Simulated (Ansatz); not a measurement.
# How the smearing shapes the phonons of YSb (Fm-3m)

Aim: see how the phonons of YSb (Fm-3m) along the first symmetry line respond to the electronic smearing.

Main program and level: Ansatz 0.2.0; DFT PBEsol, scalar-relativistic, plane waves, PAW.

This is a report of a sequence of runs, with most program output left out.

### 1. Set-up

It takes space group Fm-3m (No. 225, cubic). Conventional cell: a = 6.190 Å, b = 6.190 Å, c = 6.190 Å, α = 90.00°, β = 90.00°, γ = 90.00°. Y has 6 Sb at 3.10 Å nearest. Nearest to Sb lie 6 Y at 3.10 Å. Farther neighbours are not listed.

### 2. Relaxation

The structure is brought to rest under this functional.

The input, input.yaml:

```yaml
crystal:
  lattice:
    - [0.0, 3.095, 3.095]
    - [3.095, 0.0, 3.095]
    - [3.095, 3.095, 0.0]
  atoms:
    - { symbol: "Y", position: [0.5, 0.5, 0.5] }
    - { symbol: Sb, position: [0.0, 0.0, 0.0] }
kpoints:
  mp_grid: { grid: [8, 8, 8] }
hamiltonian:
  xc: pbesol
scf:
  occupations: { method: gaussian, width: 0.1 }
output:
  forces: true
  stress: true
  eigenvalues: true
relax:
  adjacent_minimum: "off"
  f_tol: 0.005
  max_steps: 80
  cell: { stress_tol: 0.05 }
```

Started as:

```sh
> ansatz run input.yaml --threads 4 --pin off --max-ram 8192MiB --backend cpu --events-out ev --progress --plain --runs-dir out
```

It took 2.2 s on 4 threads of Arm Neoverse V2, shared host; peak memory 0.37 GiB.

The steps of the relaxation:

| step | energy less that of the first step (eV) | largest force component (eV/Å) | pressure (GPa) | volume (Å³) |
| --- | --- | --- | --- | --- |
| 1 | 0.0000 | 0.0000 | -2.14 | 59.29 |
| 2 | -0.0057 | 0.0000 | 1.87 | 55.73 |
| 3 | -0.0142 | 0.0000 | -0.09 | 57.34 |
| 4 | -0.0143 | 0.0000 | 0.00 | 57.26 |
| 5 | -0.0140 | 0.0000 | 0.00 | 57.26 |

The log counts 1 steps on a newly chosen plane-wave basis, not all of them marked here; energy and pressure can jump at such steps.

| conventional cell, symmetrised | before | after | change |
| --- | --- | --- | --- |
| a (Å) | 6.190 | 6.118 | -1.2 % |
| b (Å) | 6.190 | 6.118 | -1.2 % |
| c (Å) | 6.190 | 6.118 | -1.2 % |
| volume (Å³/atom) | 29.65 | 28.63 | -3.4 % |

Final coordinates:

```xyz
2
Lattice="0.0000 3.0592 3.0592 3.0592 0.0000 3.0592 3.0592 3.0592 0.0000" Properties=species:S:1:pos:R:3 pbc="T T T"
Y     3.0592    3.0592    3.0592
Sb    0.0000    0.0000    0.0000
```

Numbers from this step:

```
pressure          : -0.001679 GPa
volume per atom   : 28.63 Å³
metallic on mesh  : yes
gap on the k-mesh : 0 eV
```

The largest force is now zero by symmetry and the largest stress component 0.0017 GPa, small enough for phonons.

### 3. Phonons along a line: Fermi–Dirac smearing of 0.1 eV

Each wavevector is solved by itself, so no interpolation smooths a dip of the branch.

The input, input.yaml:

```yaml
crystal:
  lattice:
    - [0.0, 3.0591781803, 3.0591781803]
    - [3.0591781803, 0.0, 3.0591781803]
    - [3.0591781803, 3.0591781803, 0.0]
  atoms:
    - { symbol: "Y", position: [0.5, 0.5, 0.5] }
    - { symbol: Sb, position: [0.0, 0.0, 0.0] }
kpoints:
  mp_grid: { grid: [16, 16, 16] }
hamiltonian:
  xc: pbesol
scf:
  occupations: { method: fermi_dirac, width: 0.1 }
output:
  eigenvalues: true
phonons:
  method: dfpt
  qpoints:
    - [0, 0, 0]
    - [0.0625, 0.0, 0.0625]
    - [0.1875, 0.0, 0.1875]
    - [0.3125, 0.0, 0.3125]
    - [0.4375, 0.0, 0.4375]
```

Wall time 4.3 min (4 threads); peak memory 2.6 GiB.

Each wavevector solved by linear response. The frequency by |q| along the line:

| \|q\| along the line (Å⁻¹) | mode 1 = mode 2 (cm⁻¹) | mode 3 (cm⁻¹) | mode 4 (cm⁻¹) | mode 5 (cm⁻¹) | mode 6 (cm⁻¹) |
| --- | --- | --- | --- | --- | --- |
| 0.000 | 0 | 0 | 169 | 169 | 169 |
| 0.128 | 13.0 | 34.7 | 166 | 169 | 169 |
| 0.385 | 35.6 | 97.4 | 161 | 169 | 169 |
| 0.642 | 52.9 | 125 | 146 | 168 | 168 |
| 0.899 | 62.7 | 81.8 | 164 | 164 | 171 |

### 4. Wavevectors along a line: Fermi–Dirac smearing of 0.25 eV

input.yaml: that of step 3 with these lines changed.

```diff
@@ -13,3 +13,3 @@
 scf:
-  occupations: { method: fermi_dirac, width: 0.1 }
+  occupations: { method: fermi_dirac, width: 0.25 }
 output:
```

Wider smearing eases the sum over k-points of a metal but moves the result away from its zero-temperature value.

The job ended after 4.8 min (4 threads; peak memory 2.9 GiB; 19 min of CPU time).

Each wavevector solved by linear response. The frequency by |q| along the line:

| \|q\| along the line (Å⁻¹) | mode 1 = mode 2 (cm⁻¹) | mode 3 (cm⁻¹) | mode 4 (cm⁻¹) | mode 5 (cm⁻¹) | mode 6 (cm⁻¹) |
| --- | --- | --- | --- | --- | --- |
| 0.000 | 0 | 0 | 170 | 170 | 170 |
| 0.128 | 12.5 | 34.7 | 168 | 170 | 170 |
| 0.385 | 34.7 | 97.2 | 155 | 171 | 171 |
| 0.642 | 51.6 | 121 | 146 | 170 | 170 |
| 0.899 | 61.2 | 79.3 | 168 | 168 | 171 |

Against step 3 (now smearing width 0.25 eV), the free energy moves by -17.4 meV an atom.

### 5. Phonons along a line: Fermi–Dirac smearing of 0.04 eV

The smearing blurs the Fermi surface that screens the phonons; a Fermi–Dirac width is an electronic temperature.

input.yaml: that of step 4 with these lines changed.

```diff
@@ -13,3 +13,3 @@
 scf:
-  occupations: { method: fermi_dirac, width: 0.25 }
+  occupations: { method: fermi_dirac, width: 0.04 }
 output:
```

Narrower smearing comes nearer the zero-temperature value but asks more of the mesh.

Elapsed: 4.2 min, on 4 threads; peak memory 2.6 GiB; 16 min of CPU time.

Each wavevector solved by linear response. The frequency by |q| along the line:

| \|q\| along the line (Å⁻¹) | mode 1 = mode 2 (cm⁻¹) | mode 3 (cm⁻¹) | mode 4 (cm⁻¹) | mode 5 (cm⁻¹) | mode 6 (cm⁻¹) |
| --- | --- | --- | --- | --- | --- |
| 0.000 | 0 | 0 | 169 | 169 | 169 |
| 0.128 | 12.9 | 34.7 | 164 | 168 | 168 |
| 0.385 | 35.7 | 97.4 | 161 | 169 | 169 |
| 0.642 | 53.0 | 125 | 146 | 168 | 168 |
| 0.899 | 62.8 | 82.1 | 163 | 163 | 171 |

Against step 3 (now smearing width 0.04 eV), the free energy moves by +2.2 meV an atom.

### 6. Phonons along a line: Methfessel–Paxton smearing of 0.2 eV

input.yaml: that of step 5 with these lines changed.

```diff
@@ -13,3 +13,3 @@
 scf:
-  occupations: { method: fermi_dirac, width: 0.04 }
+  occupations: { method: methfessel_paxton, width: 0.2 }
 output:
```

Wall time 4.3 min (4 threads); peak memory 2.7 GiB.

Each wavevector solved by linear response. The frequency by |q| along the line:

| \|q\| along the line (Å⁻¹) | mode 1 = mode 2 (cm⁻¹) | mode 3 (cm⁻¹) | mode 4 (cm⁻¹) | mode 5 (cm⁻¹) | mode 6 (cm⁻¹) |
| --- | --- | --- | --- | --- | --- |
| 0.000 | 0 | 0 | 169 | 169 | 169 |
| 0.128 | 13.0 | 34.7 | 165 | 169 | 169 |
| 0.385 | 35.8 | 97.4 | 162 | 169 | 169 |
| 0.642 | 53 | 125 | 146 | 168 | 168 |
| 0.899 | 62.8 | 82.1 | 162 | 162 | 171 |

Against step 3 (now occupations Methfessel-Paxton and smearing width 0.2 eV), the free energy moves by +2.6 meV an atom.

### 7. The lowest branch at each setting

Lowest frequency against |q| along the line:

| \|q\| along the line (Å⁻¹) | fermi dirac 0.1 eV, k 16x16x16 (cm⁻¹) | fermi dirac 0.25 eV, k 16x16x16 (cm⁻¹) | fermi dirac 0.04 eV, k 16x16x16 (cm⁻¹) | methfessel paxton 0.2 eV, k 16x16x16 (cm⁻¹) |
| --- | --- | --- | --- | --- |
| 0.000 | 0 | 0 | 0 | 0 |
| 0.128 | 13.0 | 12.5 | 12.9 | 13.0 |
| 0.385 | 35.6 | 34.7 | 35.7 | 35.8 |
| 0.642 | 52.9 | 51.6 | 53.0 | 53 |
| 0.899 | 62.7 | 61.2 | 62.8 | 62.8 |

### 8. What came out

| Item | Value |
| --- | --- |
| phonon run of the rows without a label of their own | PBEsol, k 16×16×16 |
| lowest branch at the last solved point, Fermi–Dirac 0.1 eV | 62.7 cm⁻¹ at \|q\| = 0.899 Å⁻¹ |
| lowest branch at the last solved point, Fermi–Dirac 0.25 eV | 61.2 cm⁻¹ at \|q\| = 0.899 Å⁻¹ |
| lowest branch at the last solved point, Fermi–Dirac 0.04 eV | 62.8 cm⁻¹ at \|q\| = 0.899 Å⁻¹ |
| lowest branch at the last solved point, Methfessel–Paxton 0.2 eV | 62.8 cm⁻¹ at \|q\| = 0.899 Å⁻¹ |

**Reading.** No branch softens by more than 4 % of the top frequency as the smearing narrows, so no anomaly that hangs on the smearing shows at these points. The line holds 5 wavevectors, so a narrow dip between them would be missed. Between Fermi–Dirac 0.25 eV and Fermi–Dirac 0.04 eV the largest change, with modes counted by rank of frequency, is in mode 4 at |q| = 0.385 Å⁻¹, from 155 to 161 cm⁻¹. Where branches cross, a count by rank can hide a softening. At the narrowest width the k mesh may not resolve the Fermi surface, so part of the change can be mesh noise.

[Logs are printed without paths, hosts, clocks, repeated set-up lines and the standing remarks that a program may print on its own settings, such as how far it seeks lower states.]

[Hosts, paths, dates, database ids (printed as entryN), source tags and the programs' standing remarks are cut or masked in the printed files.]
